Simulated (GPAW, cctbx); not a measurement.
## How far are the atoms of Cu3OF from free atoms?

Aim: compute the bonding part of the density of Cu3OF, find which reflections carry it, and see how it biases an ordinary refinement.

The cell comes from substitution in a known structure type and wasn't matched to any measured phase. All numbers below are calculated.

## Step 1: Find the equilibrium geometry

The density hangs on the geometry, so cell and atoms are relaxed first, with the symmetry held. The cutoff is set higher than for the density because stress converges slowly with plane waves.

Settings: GPAW 26.7.0, PBE, 900 eV, 4×4×4 k-points, Fermi–Dirac width 0.05 eV, BFGS to 0.03 eV/Å.

```text
cell
1.0
     3.550000000    0.000000000    0.000000000
     0.000000000    3.550000000    0.000000000
     0.000000000    0.000000000    3.550000000
Cu F O
3 1 1
Direct
0.000000000 0.000000000 0.500000000
0.000000000 0.500000000 0.000000000
0.500000000 0.000000000 0.000000000
0.500000000 0.500000000 0.500000000
0.000000000 0.000000000 0.000000000
```

```console
$ OMP_NUM_THREADS=1 mpirun -n 4 gpaw python run.py > gpaw.log
```

```text
BFGS:    0      -17.374751        4.012307
BFGS:    1      -18.020549        3.398984
BFGS:    2      -19.252233        2.018194
BFGS:    3      -19.928623        0.926414
BFGS:    4      -20.157172        0.189163
BFGS:    5      -20.173388        0.023845
cell  3.9369 3.9369 3.9369  90.00 90.00 90.00
volume 61.020 A^3, largest force 0.000 eV/A, largest stress 0.31 GPa
```

The cell moved far, while the k-mesh and basis were chosen for the start, so the final shape may be somewhat biased.

After 5 steps the volume has changed by +36.4 % and the energy by -2.799 eV; the largest stress left is 0.31 GPa. It took 51 s on 4 cores of Intel(R) Xeon(R) Platinum 8375C CPU @ 2.90GHz (Ice Lake) (shared host), peak memory 0.89 GiB.

Relaxed structure: Pm-3m (no. 221), a = 3.9369 Å, b = 3.9369 Å, c = 3.9369 Å, α = 90.00°, β = 90.00°, γ = 90.00°.

```
atom  mult.    x    y    z
 Cu1      3    0    0  1/2
  F1      1  1/2  1/2  1/2
  O1      1    0    0    0
```

## Step 2: The all-electron density

X-rays see the whole electron density, so the PAW density is rebuilt with its core regions. Subtracting spherical free atoms from the same code cancels the cores and leaves the deformation density Δρ, the part due to bonding.

Settings: PBE, 550 eV, 5×5×5 k-points, Fermi–Dirac width 0.05 eV; primitive cell of 5 atoms.

```console
$ OMP_NUM_THREADS=1 mpirun -n 4 gpaw python run.py > gpaw.log
```

```text
|iter:   1|       0s |  -23.670194 | +0.01 |       |
|iter:   2|       0s |  -22.012586 | -1.65 | -1.05 |
|iter:   3|       1s |  -19.891164 | -1.03 | -1.18 |
...
|iter:   8|       3s |  -19.753222c| -5.15 | -3.10 |
|iter:   9|       4s |  -19.753218c| -6.57 | -3.78 |
|iter:  10|       4s |  -19.753218c| -7.47c| -4.33c|
```

```text
grid (48, 48, 48)  electrons 104.000  moved by bonding 0.847 e
deformation density beyond 0.5 A of the nuclei: max 0.161, min -0.360 e/A^3
atom        x       y       z   Voronoi charge  moment
Cu1    0.0000  0.0000  0.5000      0.245       0.00
Cu2    0.0000  0.5000  0.0000      0.245       0.00
Cu3    0.5000  0.0000  0.0000      0.245       0.00
F 4    0.5000  0.5000  0.5000     -0.361       0.00
O 5    0.0000  0.0000  0.0000     -0.373       0.00
mean inner potential of superposed free atoms 16.238 V
total magnetic moment 0.000 muB
```

Deformation density in a plane through the shortest contact of the Cu atom at the origin, in 0.01 e/Å³ (clipped at ±99); x from -1.6 to 3.6 Å, y from 2.4 down to -2.4 Å:

```text
-10  -3  -1   0   0   0   0  -1  -2  -6   . -20  -5  -1   0   0
  .  -1   0   0   0   0   0  -1  -1 -15   .   .  -4  -1  -1   0
 -5  -2  -1   0   0   0   0  -1  -2  -4   .   .  -3  -1   0   0
 -9  -2  -1   0  -1  -1   0   0  -1  -6 -16 -13  -4  -1   0   0
  7   3  -1  -2  -1  -1  -2  -1   1   6   9   8   4   0  -2  -2
 12   8  -3 -12  -3   . -10  -7   6  12   .   9  10   3 -10  -5
  .  12  -5 -37   .   . -43 -13   9  11   .   .  16   6 -22   .
 12   8  -3 -12  -3   . -10  -7   6  12   .   9  10   3 -10  -5
  7   3  -1  -2  -1  -1  -2  -1   1   6   9   8   4   0  -2  -2
 -9  -2  -1   0  -1  -1   0   0  -1  -6 -16 -13  -4  -1   0   0
 -5  -2  -1   0   0   0   0  -1  -2  -4   .   .  -3  -1   0   0
  .  -1   0   0   0   0   0  -1  -1 -15   .   .  -4  -1  -1   0
-10  -3  -1   0   0   0   0  -1  -2  -6   . -20  -5  -1   0   0
```

Atoms in or within 0.15 Å of the plane: Cu (0.0, 0.0), Cu (2.0, 2.0), Cu (2.0, -2.0), O (2.0, 0.0) Å. Dots mark points within about 0.45 Å of a nucleus; large values next to them are atomic features.

O gains most (-0.37 e) and Cu loses most (+0.24 e), which isn't the order of electronegativity: valence and coordination count too, and Voronoi cells cut space at the midplane whatever the atoms' sizes. Such charges fall far short of formal ones, since overlapping free atoms already put density on their neighbours. Along the shortest contact from the Cu atom at the map's origin, Cu–O at 1.97 Å, Δρ is +0.01 e/Å³ at the midpoint and highest, +0.16, 1.39 Å from Cu (points within 0.5 Å of a nucleus left out): little sits at the middle, as in a polar contact, whose build-up shifts to the more electronegative atom. At the midpoints of other shortest contacts it is 0.00 (Cu–Cu, 2.78 Å) e/Å³. Point values carry grid noise of about 0.01 e/Å³. The run needed 10 iterations, 12 s.

## Step 3: Structure factors

The Fourier components of Δρ, added to those of the free atoms, give the static X-ray structure factors; the Mott–Bethe relation turns them into the Fourier components V of the potential that fast electrons feel.

```text
static structure factors of the conventional cell: F in electrons, V (Mott-Bethe) in volts
   h  k  l      d  |F| table  |F| free   |F| DFT   change   |V| free  |V| DFT  change %
   0  1  0  3.9369    25.101    25.036    24.851   -0.186     3.450    3.666      6.3
   0  1  1  2.7838    11.255    11.213    10.716   -0.498     0.458    0.748     63.2
   1  1  1  2.2730    69.484    68.991    68.685   -0.306     7.377    7.496      1.6
   0  2  0  1.9685    75.178    74.623    74.677    0.054     8.551    8.535     -0.2
   0  2  1  1.7606    19.460    19.323    19.354    0.031     2.020    2.013     -0.4
   1  2  1  1.6072    10.644    10.548    10.354   -0.194     0.282    0.319     13.3
   0  2  2  1.3919    61.084    60.839    60.828   -0.011     6.281    6.283      0.0
   1  2  2  1.3123    16.309    16.260    16.329    0.069     1.519    1.510     -0.6
   0  3  0  1.3123    16.309    16.260    16.080   -0.180     1.519    1.542      1.5
   0  3  1  1.2450     9.721     9.670     9.788    0.118     0.271    0.258     -5.1
   1  3  1  1.1870    48.287    48.195    48.226    0.032     4.213    4.210     -0.1
   2  2  2  1.1365    52.001    51.965    51.975    0.010     5.048    5.048     -0.0
   0  3  2  1.0919    14.188    14.180    14.094   -0.087     1.238    1.245      0.6
   1  3  2  1.0522     8.815     8.787     8.836    0.048     0.267    0.263     -1.5
```

The largest X-ray change is -0.50 e on 011, 4.4 % of |F|. For electrons V goes as (Z − F)/g², so a change of F counts against Z − F, which is small at low angle and wherever the atoms' terms cancel: |V| of 011 moves by +63.2 % (0.46 to 0.75 V) against -4.4 % in |F|. The last three rows change by 0.09 e or less, against 0.50 e at the top: the effect is concentrated at low angle. The tabulated Hartree–Fock atoms differ from the free DFT atoms by up to 0.55 e, so the choice of reference atom matters too.

## Step 4: How cheap can the run be?

Cutoff and k-mesh: one is changed at a time, to find what the result needs.

```
         run  ΔF 011 (e)  ΔF 111 (e)  ΔF 121 (e)  q(O) (e)  moved (e)   time
550 eV 5×5×5      -0.498      -0.306      -0.194    -0.373      0.847   12 s
250 eV 5×5×5      -0.265      -0.299      +0.183    -0.267      1.491  5.4 s
350 eV 5×5×5      -0.458      -0.294      -0.120    -0.348      0.984    7 s
750 eV 5×5×5      -0.499      -0.305      -0.197    -0.375      0.847  9.9 s
550 eV 2×2×2      -0.517      -0.297      -0.174    -0.388      0.828  8.1 s
550 eV 3×3×3      -0.498      -0.308      -0.191    -0.372      0.842  8.3 s
```

Within 0.01 e of the base on all three: 550 eV 3×3×3 and 750 eV 5×5×5. The largest error, 0.377 e, comes with 250 eV 5×5×5. The moved charge is off by up to 76 % among these runs. Times are from shared hosts.

## Step 5: What a spherical-atom refinement makes of it

Routine crystallography fits spherical atoms. To see the bias, intensities are simulated from tabulated atoms plus the DFT change ΔF, so that bonding alone can misfit (2006 reflections of the full sphere, merged to the counts below, to 0.5 Å, 1 % proportional noise plus counting noise, assumed isotropic U as listed, Δρ smeared by the mean U) and refined with cctbx over different ranges.

```csv
range,data,R1,GooF,U Cu1 (true 0.0051),U F1 (true 0.0072),U O1 (true 0.0074),largest shift (Å),"Δρ max, min (e/Å³)"
all data,76,0.0032,1.68,0.0051,0.0072,0.0074,0.0000,"0.22, -0.27"
"low resolution, d > 0.84",22,0.0034,2.51,0.0049,0.0071,0.0071,0.0000,"0.16, -0.11"
"high order, d < 0.75",46,0.0028,1.19,0.0051,0.0071,0.0074,0.0000,"0.11, -0.10"
"occupancies free, d > 0.7",33,0.0030,1.81,0.0050,0.0078,0.0088,0.0000,"0.11, -0.20"
```

With all data GooF is 1.68, so the misfit of spherical atoms stands above the noise; the top residual peak lies 1.97 Å from Cu and 1.97 Å from Cu. No U is off by more than 3 s.u. at low resolution. Symmetry fixes every coordinate, so the shifts are zero by construction. With Cu1 held at 1 and the scale free, the other occupancies refine to F1 1.013(0.009) and O1 1.033(0.010), on sites that are all full: they absorb part of the misfit, and only ratios to the fixed site mean anything.

## Step 6: Answer

Bonding moves 0.85 e in the primitive cell of Cu3OF and changes the structure factors of the conventional cell in the table above by at most 0.50 e (011, 4.4 %). The shortest bond, Cu–O, has Δρ = +0.01 e/Å³ at its midpoint, low for a shared bond; with the charge transfer this is a polar contact. Within 0.01 e of the base on all three: 550 eV 3×3×3 and 750 eV 5×5×5. The largest error, 0.377 e, comes with 250 eV 5×5×5. The moved charge is off by up to 76 % among these runs. With all data GooF is 1.68, so the misfit of spherical atoms stands above the noise. Limits: static density, frozen cores, no spin–orbit coupling; no Hubbard U on Cu.

[Outputs are excerpts: Python notices, other lines and further rows are left out; steps that failed or that the build refused (PBEsol, TPSS) are not shown.]

[Logs are printed without paths, hosts, clocks, repeated set-up lines and the standing remarks that a program may print on its own settings, such as how far it seeks lower states.]
